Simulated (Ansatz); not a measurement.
# Decaying states in the gap of NaCuWSe4

A new crystal, NaCuWSe4: structure, gap and complex bands. It is built by putting Na for part of the Cu in the Cu2WSe4 structure of space group I-42m, with the volume rescaled by atomic radii. The parent structure comes from the Materials Project.

Calculated with Ansatz 0.2.0; PBEsol DFT, plane waves, PAW files, in the first sound run; inputs show where later runs differ.

The structure was built from a prototype and need not be the compound's stable phase.

## 1. Starting point

It takes space group I222 (No. 23, orthorhombic). The conventional cell has a = 5.691 Å, b = 5.691 Å, c = 11.478 Å, α = 90.00°, β = 90.00°, γ = 90.00°. Na has 4 Se at 2.47 Å nearest. Nearest to Cu lie 4 Se at 2.47 Å. Nearest to W lie 4 Se at 2.42 Å. Nearest to Se lie 1 W at 2.42 Å and 1 Cu at 2.47 Å and 1 Na at 2.47 Å. It derives from Cu2WSe4. Na for part of the Cu in the Cu2WSe4 structure of space group I-42m. Farther neighbours and most contacts between anions are not listed.

Structure file:

```cif
data_structure
_symmetry_space_group_name_H-M 'P 1'
_symmetry_Int_Tables_number 1
_cell_length_a 7.0096
_cell_length_b 7.0096
_cell_length_c 7.0096
_cell_angle_alpha 132.096
_cell_angle_beta 132.096
_cell_angle_gamma 70.078
_cell_volume 185.91
loop_
_atom_site_label
_atom_site_type_symbol
_atom_site_fract_x
_atom_site_fract_y
_atom_site_fract_z
_atom_site_occupancy
Na1 Na 0.00000 0.50000 0.50000 1
Cu2 Cu 0.50000 0.00000 0.50000 1
W3 W 0.00000 0.00000 0.00000 1
Se4 Se 0.88287 0.36733 0.00000 1
Se5 Se 0.36733 0.88287 0.00000 1
Se6 Se 0.63267 0.63267 0.51554 1
Se7 Se 0.11713 0.11713 0.48446 1
```

## 2. Cell and atoms at rest

The substituted atoms don't fit the parent's cell, so cell and atoms relax together. A small smearing keeps the run stable in case the gap closes on the way.

File input.yaml:

```yaml
crystal:
  lattice:
    - [-2.8457142826, 2.8457142826, 5.7391897475]
    - [2.8457142826, -2.8457142826, 5.7391897475]
    - [2.8457142826, 2.8457142826, -5.7391897475]
  atoms:
    - { symbol: Na, position: [0.0, 0.5, 0.5] }
    - { symbol: Cu, position: [0.5, 0.0, 0.5] }
    - { symbol: W, position: [0.0, 0.0, 0.0] }
    - { symbol: Se, position: [0.88287031, 0.36733484, 0.0] }
    - { symbol: Se, position: [0.36733484, 0.88287031, 0.0] }
    - { symbol: Se, position: [0.63266516, 0.63266516, 0.51553547] }
    - { symbol: Se, position: [0.11712969, 0.11712969, 0.48446453] }
kpoints:
  mp_grid: { grid: [6, 6, 6] }
scf:
  occupations: { method: gaussian, width: 0.03 }
hamiltonian:
  xc: pbesol
output:
  forces: true
  stress: true
relax:
  f_tol: 0.02
  max_steps: 60
  cell: {}
```

Started as:

```console
> ansatz run input.yaml --threads 2 --pin off --max-ram 4096MiB --backend cpu --events-out ev --progress --plain --runs-dir out
```

Numbers of over 12 decimals in the logs are rounded to 6 here.

The log of the run:

```text
Engine: ansatz 0.2.0, aarch64-unknown-linux-gnu
Pseudopotentials: kind: paw
Pseudopotential: Na, paw, valence charge 9, recommended cutoff 420 eV (normal), Na.paw.azcp
Pseudopotential: Cu, paw, valence charge 19, recommended cutoff 420 eV (normal), Cu.paw.azcp
Pseudopotential: W, paw, valence charge 14, recommended cutoff 420 eV (normal), W.paw.azcp
Pseudopotential: Se, paw, valence charge 16, recommended cutoff 420 eV (normal), Se.paw.azcp
Functional definition: PBEsol
  exchange = pbesol_x
  correlation = pbesol_c
Crystal: 7 atoms, lattice volume = 185.906 Å³
Basis set: ecut = 420 eV, 3635 PW (Γ), exchange–correlation on 96×96×96 points (8 copies of the dense FFT grid, shifted against one another)
Bands: 64, of which v1, the nominal top of the filled ones, is band 53 counted from 1 (52 counted from 0)
Symmetry: 4 space group operations
Space group: I222 (ITA 23), of the structure as read, at distance tolerance 5.7e-5 Å
k-points: 46 of 216 (time reversal used)
Non-local potential: Na, projectors of the file, l = 0: 3, l = 1: 2, l = 2: 1
Non-local potential: Cu, projectors of the file, l = 0: 3, l = 1: 2, l = 2: 3, l = 3: 1
Non-local potential: W, projectors of the file, l = 0: 3, l = 1: 2, l = 2: 2, l = 3: 1
Non-local potential: Se, projectors of the file, l = 0: 2, l = 1: 2, l = 2: 3, l = 3: 1
PAW form: soft (Blöchl's): semilocal exchange-correlation on the pseudo side does not see the compensation charge
PAW frozen core: Na, regenerated for the run's functional, and the local potential with it (the file was generated under x = pbe(κ = 0.804, μ = 0.219515), c = pbe(β = 0.066725))
PAW frozen core: Cu, regenerated for the run's functional, and the local potential with it (the file was generated under x = pbe(κ = 0.804, μ = 0.219515), c = pbe(β = 0.066725))
PAW frozen core: W, regenerated for the run's functional, and the local potential with it (the file was generated under x = pbe(κ = 0.804, μ = 0.219515), c = pbe(β = 0.066725))
PAW frozen core: Se, regenerated for the run's functional, and the local potential with it (the file was generated under x = pbe(κ = 0.804, μ = 0.219515), c = pbe(β = 0.066725))
PAW one-centre angular grid: Na, 110 points (default); XC on 64 Gauss nodes
PAW one-centre angular grid: Cu, 590 points (default); XC on 64 Gauss nodes
PAW one-centre angular grid: W, 590 points (default); XC on 64 Gauss nodes
PAW one-centre angular grid: Se, 590 points (default); XC on 64 Gauss nodes
Initial density: superposition of atomic densities (neutral atoms: chi_scale 0, normalization atom), corrected by the library's trained network
Initial wavefunctions: pseudopotential atomic-orbital guess
Functional: x = pbesol(κ = 0.804, μ = 0.123457), c = pbesol(β = 0.046)
SCF iter   1: F=—  HF=-40019.078346 eV  |F-HF|=—  |Δ(HF+E_count)|=         —  Δρ=7.66e-3  dr2=8.91e-2  ethr=1.77e-3  ⟨swp⟩=6.2  Hψ=10554  notcnv=0  defer=3
preconditioner: auto → Resta (q_TF=auto, 2.484 Å⁻¹)  ε∞=5.3  [insulator: Δε(μ)=0.868 eV  Ē_g=8.504 eV  σ=0.030 eV  W_gap=1.00  n_scr=44 (ndim 8)  ℏωp=17.6 eV  f_vac=0.206  D(μ)=0.00/eV (n_scr^D=0)  ε∞_Penn≈5.3]
SCF iter   2: F=—  HF=-40019.090977 eV  |F-HF|=—  |Δ(HF+E_count)|=   1.26e-2  Δρ=9.96e-3  dr2=1.49e-1  ethr=8.41e-5  ⟨swp⟩=2.4  Hψ=6094  notcnv=0  defer=271
SCF iter   3: F=—  HF=-40019.068115 eV  |F-HF|=—  |Δ(HF+E_count)|=   2.29e-2  Δρ=2.39e-3  dr2=7.75e-3  ethr=8.41e-5  ⟨swp⟩=2.0  Hψ=5346  notcnv=0  defer=271
SCF iter   4: F=—  HF=-40019.067528 eV  |F-HF|=—  |Δ(HF+E_count)|=   5.87e-4  Δρ=7.25e-4  dr2=1.95e-3  ethr=7.32e-6  ⟨swp⟩=2.0  Hψ=3768  notcnv=0  defer=271
SCF iter   5: F=—  HF=-40019.067404 eV  |F-HF|=—  |Δ(HF+E_count)|=   1.24e-4  Δρ=2.25e-4  dr2=1.32e-4  ethr=1.84e-6  ⟨swp⟩=2.0  Hψ=3443  notcnv=0  defer=271
SCF iter   6: F=—  HF=-40019.067456 eV  |F-HF|=—  |Δ(HF+E_count)|=   5.20e-5  Δρ=1.32e-4  dr2=2.80e-5  ethr=1.25e-7  ⟨swp⟩=2.0  Hψ=3473  notcnv=0  defer=271
SCF iter   7: F=—  HF=-40019.067459 eV  |F-HF|=—  |Δ(HF+E_count)|=   3.45e-6  Δρ=2.66e-5  dr2=1.46e-6  ethr=2.64e-8  ⟨swp⟩=2.0  Hψ=3639  notcnv=0  defer=271
SCF iter   8: F=—  HF=-40019.067461 eV  |F-HF|=—  |Δ(HF+E_count)|=   1.91e-6  Δρ=2.73e-5  dr2=1.04e-6  ethr=1.38e-9  ⟨swp⟩=2.0  Hψ=5111  notcnv=0  defer=271
SCF iter   9: F=—  HF=-40019.067461 eV  |F-HF|=—  |Δ(HF+E_count)|=   1.09e-7  Δρ=7.64e-6  dr2=1.02e-7  ethr=9.78e-10  ⟨swp⟩=2.0  Hψ=3366  notcnv=0  defer=271
SCF iter  10: F=-40019.067461 eV  HF=-40019.067461 eV  |F-HF|=3.36e-9  |Δ(HF+E_count)|=   2.67e-8  Δρ=1.20e-6  dr2=4.11e-9  ethr=9.43e-11  ⟨swp⟩=4.0  Hψ=8807  notcnv=0
SCF 1 converged in 10 iterations: F = -40019.067461 eV  dr2 = 4.11e-9
  greatest PAW one-centre occupation: 1.000 electrons in one spin orbital (limit 2), on the Na atom at site 0 (counted from 0), in its partial waves of l = 1
relax step   1: F+E_penalty+E_count = -40019.06746122 eV  Δ(F+E_penalty+E_count) = +0.000e0 eV  max|allowed force component| = 1.872e0 eV/Å  Δτ_max = 0.0000 Å  P = +0.160 GPa  Ω = 185.906 Å³  (10 SCF iters, dr2 threshold 1.00e-7 eV, accepted)
Crystal: 7 atoms, lattice volume = 190.690 Å³
Basis set: ecut = 420 eV, 3747 PW (Γ), exchange–correlation on 96×96×96 points (8 copies of the dense FFT grid, shifted against one another)
Initial density: handed on by an earlier stage of this run
Initial wavefunctions: those handed on with the density
iter 1 solved again at ethr=2.62e-4 eV; its pass at ethr=3.10e-3 eV (dr2=2.78e-1 eV) is discarded
SCF iter   1: F=—  HF=-40020.238663 eV  |F-HF|=—  |Δ(HF+E_count)|=         —  Δρ=1.09e-2  dr2=2.80e-1  ethr=2.62e-4  ⟨swp⟩=2.1  Hψ=15909  notcnv=0
preconditioner: auto → Resta (q_TF=auto, 2.474 Å⁻¹)  ε∞=4.9  [insulator: Δε(μ)=0.909 eV  Ē_g=8.811 eV  σ=0.030 eV  W_gap=1.00  n_scr=48 (ndim 8)  ℏωp=17.4 eV  f_vac=0.238  D(μ)=0.00/eV (n_scr^D=0)  ε∞_Penn≈4.9]
SCF iter   2: F=—  HF=-40020.209704 eV  |F-HF|=—  |Δ(HF+E_count)|=   2.90e-2  Δρ=8.85e-3  dr2=1.46e-1  ethr=2.62e-4  ⟨swp⟩=3.1  Hψ=4693  notcnv=0
SCF iter   3: F=—  HF=-40020.194168 eV  |F-HF|=—  |Δ(HF+E_count)|=   1.55e-2  Δρ=5.85e-3  dr2=4.58e-2  ethr=1.38e-4  ⟨swp⟩=3.0  Hψ=5846  notcnv=0  defer=70
SCF iter   4: F=—  HF=-40020.187760 eV  |F-HF|=—  |Δ(HF+E_count)|=   6.41e-3  Δρ=2.08e-3  dr2=9.97e-3  ethr=4.32e-5  ⟨swp⟩=2.0  Hψ=4130  notcnv=0  defer=270
SCF iter   5: F=—  HF=-40020.186532 eV  |F-HF|=—  |Δ(HF+E_count)|=   1.23e-3  Δρ=6.88e-4  dr2=1.44e-3  ethr=9.40e-6  ⟨swp⟩=2.0  Hψ=3592  notcnv=0  defer=270
SCF iter   6: F=—  HF=-40020.186646 eV  |F-HF|=—  |Δ(HF+E_count)|=   1.14e-4  Δρ=1.83e-4  dr2=1.17e-4  ethr=1.36e-6  ⟨swp⟩=2.0  Hψ=3638  notcnv=0  defer=270
[...]
relax step   6: F+E_penalty+E_count = -40020.89168383 eV  Δ(F+E_penalty+E_count) = -2.667e-2 eV  max|allowed force component| = 5.090e-2 eV/Å  Δτ_max = 0.0560 Å  P = -0.022 GPa  Ω = 194.880 Å³  energy of the carried Pulay correction = -1.119e-3 eV  (8 SCF iters, dr2 threshold 5.41e-7 eV, accepted)
relax step   7: F+E_penalty+E_count = -40020.90624721 eV  Δ(F+E_penalty+E_count) = -1.456e-2 eV  max|allowed force component| = 5.951e-2 eV/Å  Δτ_max = 0.0832 Å  P = +0.420 GPa  Ω = 185.419 Å³  energy of the carried Pulay correction = +6.226e-5 eV  (9 SCF iters, dr2 threshold 1.62e-7 eV, accepted)
relax step   8: F+E_penalty+E_count = -40020.90701725 eV  Δ(F+E_penalty+E_count) = -7.700e-4 eV  max|allowed force component| = 4.355e-2 eV/Å  Δτ_max = 0.0040 Å  P = -0.174 GPa  Ω = 187.543 Å³  energy of the carried Pulay correction = -2.083e-4 eV  (7 SCF iters, dr2 threshold 5.95e-7 eV, accepted)
relax step   9: F+E_penalty+E_count = -40020.90758969 eV  Δ(F+E_penalty+E_count) = -5.724e-4 eV  max|allowed force component| = 1.644e-3 eV/Å  Δτ_max = 0.0053 Å  P = -0.009 GPa  Ω = 187.194 Å³  energy of the carried Pulay correction = -1.640e-4 eV  (6 SCF iters, dr2 threshold 1.20e-7 eV, accepted)
relax step  10: F+E_penalty+E_count = -40020.95810713 eV  Δ(F+E_penalty+E_count) = -5.052e-2 eV  max|allowed force component| = 1.831e-3 eV/Å  Δτ_max = 0.0000 Å  P = +0.439 GPa  Ω = 187.194 Å³  stress off target by 1.23e0 GPa  SCF on the basis re-selected at this cell (its energy is not comparable with the rows above)  (12 SCF iters)
relax step  11: F+E_penalty+E_count = -40020.98067252 eV  Δ(F+E_penalty+E_count) = -2.257e-2 eV  max|allowed force component| = 2.081e-2 eV/Å  Δτ_max = 0.0124 Å  P = +0.249 GPa  Ω = 189.307 Å³  energy of the carried Pulay correction = -2.613e-4 eV  (8 SCF iters, dr2 threshold 7.00e-7 eV, accepted)
relax step  12: F+E_penalty+E_count = -40020.98932630 eV  Δ(F+E_penalty+E_count) = -8.654e-3 eV  max|allowed force component| = 2.042e-2 eV/Å  Δτ_max = 0.0280 Å  P = +0.090 GPa  Ω = 189.529 Å³  energy of the carried Pulay correction = -2.851e-4 eV  (7 SCF iters, dr2 threshold 7.00e-7 eV, accepted)
relax step  13: F+E_penalty+E_count = -40020.99008532 eV  Δ(F+E_penalty+E_count) = -7.590e-4 eV  max|allowed force component| = 7.904e-3 eV/Å  Δτ_max = 0.0131 Å  P = +0.033 GPa  Ω = 189.080 Å³  energy of the carried Pulay correction = -2.272e-4 eV  (7 SCF iters, dr2 threshold 6.20e-8 eV, accepted)
relax step  14: F+E_penalty+E_count = -40020.99015233 eV  Δ(F+E_penalty+E_count) = -6.701e-5 eV  max|allowed force component| = 1.147e-3 eV/Å  Δτ_max = 0.0043 Å  P = +0.003 GPa  Ω = 188.947 Å³  energy of the carried Pulay correction = -2.103e-4 eV  (10 SCF iters, accepted)
iter 1 solved again at ethr=3.18e-7 eV; its pass at ethr=3.10e-3 eV (dr2=3.37e-4 eV) is discarded
SCF iter   1: F=—  HF=-40020.974169 eV  |F-HF|=—  |Δ(HF+E_count)|=         —  Δρ=6.48e-4  dr2=4.06e-5  ethr=3.18e-7  ⟨swp⟩=3.0  Hψ=18260  notcnv=0
preconditioner: auto → Resta (q_TF=auto, 2.478 Å⁻¹)  ε∞=5.0  [insulator: Δε(μ)=0.720 eV  Ē_g=8.707 eV  σ=0.030 eV  W_gap=1.00  n_scr=46 (ndim 8)  ℏωp=17.5 eV  f_vac=0.190  D(μ)=0.00/eV (n_scr^D=0)  ε∞_Penn≈5.0]
SCF iter   2: F=—  HF=-40020.985538 eV  |F-HF|=—  |Δ(HF+E_count)|=   1.14e-2  Δρ=3.36e-4  dr2=1.18e-5  ethr=3.83e-8  ⟨swp⟩=2.1  Hψ=4526  notcnv=0
SCF iter   3: F=—  HF=-40020.989486 eV  |F-HF|=—  |Δ(HF+E_count)|=   3.95e-3  Δρ=1.71e-4  dr2=1.36e-5  ethr=1.11e-8  ⟨swp⟩=2.6  Hψ=5867  notcnv=0
SCF iter   4: F=—  HF=-40020.990157 eV  |F-HF|=—  |Δ(HF+E_count)|=   6.71e-4  Δρ=9.13e-5  dr2=3.25e-6  ethr=1.11e-8  ⟨swp⟩=2.0  Hψ=5382  notcnv=0
SCF iter   5: F=—  HF=-40020.990361 eV  |F-HF|=—  |Δ(HF+E_count)|=   2.05e-4  Δρ=3.71e-5  dr2=1.12e-6  ethr=3.06e-9  ⟨swp⟩=2.0  Hψ=3755  notcnv=0
SCF iter   6: F=—  HF=-40020.990417 eV  |F-HF|=—  |Δ(HF+E_count)|=   5.56e-5  Δρ=1.09e-5  dr2=1.62e-7  ethr=1.06e-9  ⟨swp⟩=2.0  Hψ=3694  notcnv=0
SCF iter   7: F=—  HF=-40020.990422 eV  |F-HF|=—  |Δ(HF+E_count)|=   4.74e-6  Δρ=3.21e-6  dr2=3.29e-8  ethr=1.53e-10  ⟨swp⟩=2.0  Hψ=3868  notcnv=0
SCF iter   8: F=—  HF=-40020.990422 eV  |F-HF|=—  |Δ(HF+E_count)|=   2.69e-7  Δρ=1.30e-6  dr2=3.16e-9  ethr=3.10e-11  ⟨swp⟩=2.0  Hψ=3910  notcnv=0
SCF iter   9: F=—  HF=-40020.990422 eV  |F-HF|=—  |Δ(HF+E_count)|=   3.73e-9  Δρ=5.88e-7  dr2=5.70e-10  ethr=2.98e-12  ⟨swp⟩=2.0  Hψ=3791  notcnv=0
SCF iter  10: F=—  HF=-40020.990422 eV  |F-HF|=—  |Δ(HF+E_count)|=  4.95e-10  Δρ=2.52e-7  dr2=1.05e-10  ethr=1.00e-12  ⟨swp⟩=2.0  Hψ=3676  notcnv=0
SCF iter  11: F=-40020.990422 eV  HF=-40020.990422 eV  |F-HF|=7.28e-12  |Δ(HF+E_count)|=  1.16e-10  Δρ=3.81e-8  dr2=3.92e-12  ethr=1.00e-12  ⟨swp⟩=4.0  Hψ=10153  notcnv=0
SCF 15 converged in 11 iterations: F = -40020.990422 eV  dr2 = 3.92e-12
relax step  15: F+E_penalty+E_count = -40020.99042200 eV  Δ(F+E_penalty+E_count) = -2.697e-4 eV  max|allowed force component| = 1.028e-3 eV/Å  Δτ_max = 0.0000 Å  P = +0.004 GPa  Ω = 188.947 Å³  stress off target by 7.16e-3 GPa  SCF on the basis re-selected at this cell (its energy is not comparable with the rows above)  (11 SCF iters)
basis re-selected at this cell: Δ(F+E_penalty+E_count) = -2.697e-4 eV, ΔP = +0.001 GPa vs the last step (what re-selecting the basis moved, of the pressure what is left beyond the Pulay correction that the steps carried, after the strain that the cell walked since its last selection, with what the two solves' SCF thresholds leave and, on support functions, any second-order correction that the steps lacked; it is no m [...]
SCF converged after 11 iterations
Free energy (F): -40020.990422 eV
Harris-Foulkes:  -40020.990422 eV  (|F-HF|=7.28e-12)
Internal energy: -40020.990422 eV  (E = F + TS)
E sigma→0 (E₀):  -40020.990422 eV
Fermi energy:    6.512948 eV
--- Per-component energies (eV) ---
  E_band       = -2685.359575
  E_kinetic    = 1342.738431
  E_local      = -21026.370120  (includes V_loc(G=0)·N_el)
  E_nonlocal   = -1856.293448
  E_hartree    = 9696.923964
  E_xc         = -803.238019
  E_vxc        = -792.297460  (∫ρ·V_xc dr)
  E_paw        = -17788.784486  (= ΣΔE_a)
  E_vpaw       = 253.017366  (= ΣTr[D̂ρ^β])
  E_aug_tail   = -0.002245  (compensation charges beyond the density's cutoff)
  E_ewald      = -9590.480989
  E_core_change = 4.516490  (= ΣΔE_core)
  E_smearing   = -0.000000  (= −TS)
  E_closure    = 0.000000  (closes the sum)
  Σ components = -40020.990422   (vs F -40020.990422, Δ=0.00e0)
--- Forces (eV/Å), atoms counted from 1 ---
  atom   1  Na     0.00000000    -0.00000000     0.00000000
  atom   2  Cu     0.00000000    -0.00000000     0.00000000
  atom   3  W      0.00000000    -0.00000000    -0.00000000
  atom   4  Se     0.00042669     0.00017517     0.00102843
  atom   5  Se    -0.00042669    -0.00017517     0.00102843
  atom   6  Se    -0.00042669     0.00017517    -0.00102843
  atom   7  Se     0.00042669    -0.00017517    -0.00102843
  max |Σ_I F_I| component: 6.02e-17 eV/Å
--- Stress (GPa, compression-positive) ---
        0.004516       0.000000       0.000000
        0.000000       0.007162      -0.000000
        0.000000      -0.000000       0.000396
  P = ⅓ Tr σ = 0.0040 GPa (0.040 kbar)
--- Relaxed structure (13 steps of the walk, 13 accepted, 2 SCFs on fresh bases) ---
  F+E_penalty+E_count = -40020.99042200 eV   max|allowed force component| = 1.028e-3 eV/Å   (the final SCF, on the basis selected at the relaxed cell)
  cell:  # Å, volume = 188.9472 Å³
    - [-3.613326, 2.778277, 4.705414]
    - [3.613326, -2.778277, 4.705414]
    - [3.613326, 2.778277, -4.705414]
  atoms:
    - { symbol: Na, position: [0, 0.5, 0.5] }
    - { symbol: Cu, position: [0.500000, 6.10497473497058e-19, 0.500000] }
    - { symbol: W, position: [0, 6.10497473497058e-19, 8.49754339179447e-19] }
    - { symbol: Se, position: [0.903669, 0.331165, -0.058824] }
    - { symbol: Se, position: [0.389989, 0.962493, 0.058824] }
    - { symbol: Se, position: [0.610011, 0.668835, 0.572504] }
    - { symbol: Se, position: [0.096331, 0.037507, 0.427496] }
```

It took 7.5 min on 2 threads of Arm Neoverse V1, shared host; peak memory 0.85 GiB; 15 min of CPU time.

Relaxation path:

```csv
step,energy less that of the first step (eV),largest force component (eV/Å),pressure (GPa),volume (Å³)
1,0.0000,1.8716,0.16,185.91
2,-1.1192,0.4735,3.12,190.69
3,-1.4971,0.1562,1.06,197.11
4,-1.6906,0.1527,1.05,201.37
5,-1.7976,0.0930,0.11,200.51
6,-1.8242,0.0509,-0.02,194.88
7,-1.8388,0.0595,0.42,185.42
8,-1.8396,0.0435,-0.17,187.54
9,-1.8401,0.0016,-0.01,187.19
10*,-1.8906,0.0018,0.44,187.19
11,-1.9132,0.0208,0.25,189.31
12,-1.9219,0.0204,0.09,189.53
13,-1.9226,0.0079,0.03,189.08
14,-1.9227,0.0011,0.00,188.95
15*,-1.9230,0.0010,0.00,188.95
```

Relaxation steps marked * repeat the geometry before them on a plane-wave basis chosen anew for their cell, so energy and pressure can jump there.

Forces are held to the 4 operations that the run works with; a distortion that breaks them can't arise in this run.

```csv
cell as run,before,after,change
a (Å),7.010,6.551,-6.5 %
b (Å),7.010,6.551,-6.5 %
c (Å),7.010,6.551,-6.5 %
α (°),132.10,113.05,-14.4 %
β (°),132.10,129.81,-1.7 %
γ (°),70.08,88.18,+25.8 %
volume (Å³/atom),26.56,26.99,+1.6 %
```

The atoms that moved most (Å, as changes of fractional coordinates times the final cell):

```csv
atom,dx,dy,dz,length
Se4,-0.418,-0.005,0.204,0.466
Se5,0.418,0.005,0.204,0.466
Se7,-0.418,0.005,-0.204,0.466
Se6,0.418,-0.005,-0.204,0.466
```

Numbers from this step:

```
free energy  : -40020.9904 eV
Fermi energy : 6.513 eV
pressure     : 0.004025 GPa
```

The largest force component on a free atom ends at 0.0010 eV/Å.

## 3. Band edges

The energy window and the wavevectors of the next steps follow from the band edges, so these are searched first, off the mesh as well.

File input.yaml:

```yaml
crystal:
  lattice:
    - [-3.6133256197, 2.7782769871, 4.7054143739]
    - [3.6133256197, -2.7782769871, 4.7054143739]
    - [3.6133256197, 2.7782769871, -4.7054143739]
  atoms:
    - { symbol: Na, position: [0.0, 0.5, 0.5] }
    - { symbol: Cu, position: [0.5, 0.0, 0.5] }
    - { symbol: W, position: [0.0, 0.0, 0.0] }
    - { symbol: Se, position: [0.9036689781, 0.331164644, -0.0588239296] }
    - { symbol: Se, position: [0.3899885737, 0.9624929077, 0.0588239296] }
    - { symbol: Se, position: [0.6100114263, 0.668835356, 0.572504334] }
    - { symbol: Se, position: [0.0963310219, 0.0375070923, 0.427495666] }
kpoints:
  mp_grid: { grid: [6, 6, 6] }
  band_path: { path: [VBM, CBM], npoints: 30 }
scf:
  occupations: { method: fixed }
hamiltonian:
  xc: pbesol
output:
  eigenvalues: true
  write_potential: true
  write_density: true
  volumetric_format: npy
```

The log of the run:

```text
[...]
Crystal: 7 atoms, lattice volume = 188.947 Å³
Basis set: ecut = 420 eV, 3639 PW (Γ)
Bands: 64, of which v1, the nominal top of the filled ones, is band 53 counted from 1 (52 counted from 0)
Symmetry: 4 space group operations
[...]
k-points: 46 of 216 (time reversal used)
[...]
SCF iter   1: F=—  HF=-40020.996309 eV  |F-HF|=—  |Δ(HF+E_count)|=         —  Δρ=6.05e-3  dr2=5.05e-2  ethr=1.77e-3  ⟨swp⟩=5.0  Hψ=8929  notcnv=0  defer=409
[...]
SCF iter   9: F=-40020.990442 eV  HF=-40020.990442 eV  |F-HF|=2.82e-8  |Δ(HF+E_count)|=   1.27e-7  Δρ=5.16e-6  dr2=4.32e-8  ethr=9.43e-11  ⟨swp⟩=10.3  Hψ=11207  notcnv=0
SCF 1 converged in 9 iterations: F = -40020.990442 eV  dr2 = 4.32e-8
[...]
NSCF: frozen V_eff on 46 k-points
[...]
SCF converged after 9 iterations
Free energy (F): -40020.990442 eV
[...]
Internal energy: -40020.990442 eV  (E = F + TS)
E sigma→0 (E₀):  -40020.990442 eV
Fermi energy:    6.154060 eV
[...]
--- Band table (eV; the first three rows and the last of 46) ---
  k-point 0: bands = [... 49 lower, 4.5587, 5.0801, 5.1022, 5.1322, 7.6938, 7.7388, 8.0957, 8.4218, ... 7 higher]
  k-point 1: bands = [... 49 lower, 4.5539, 5.0689, 5.2449, 5.4097, 7.7804, 7.9361, 8.1360, 8.3613, ... 7 higher]
  k-point 2: bands = [... 49 lower, 4.4394, 5.2156, 5.5617, 5.8059, 7.7887, 7.9584, 8.4793, 8.5296, ... 7 higher]
  k-point 45: bands = [... 49 lower, 4.8466, 5.5006, 5.5279, 5.5965, 6.8701, 7.4211, 7.9018, 8.7692, ... 7 higher]
```

Wall time 2 min (2 threads); peak memory 0.7 GiB; 4 min of CPU time.

This step gave:

```yaml
fermi_energy: 6.154 eV
gap_on_the_k_mesh: 0.7160 eV
gap_on_path: 0.6869 eV, by band count; negative where bands overlap
direct_gap_on_path: 1.274 eV
edge_places_on_path: 0, 1.213 1/A along the path
```

Electronic bands along the path, in eV, zero at the Fermi level (highest filled level under fixed occupations); # counts the bands kept:

```csv
point,#14,#15,#16,#17,#18,#19,#20,#21
VBM,-1.87,-0.92,-0.52,0.03,1.46,1.72,2.36,2.68
halfway,-1.65,-0.78,-0.71,-0.43,1.45,1.59,2.16,2.34
CBM,-1.31,-0.65,-0.63,-0.56,0.72,1.27,1.75,2.62
```

The searched edges give 0.687 eV, under the 0.716 eV of the mesh, which misses an edge.

(Part 1 of 2 ends here.)

[Logs are printed without paths, hosts, clocks, repeated set-up lines and the standing remarks that a program may print on its own settings, such as how far it seeks lower states.]

[Hosts, paths, dates, database ids (printed as entryN), source tags and the programs' standing remarks are cut or masked in the printed files.]
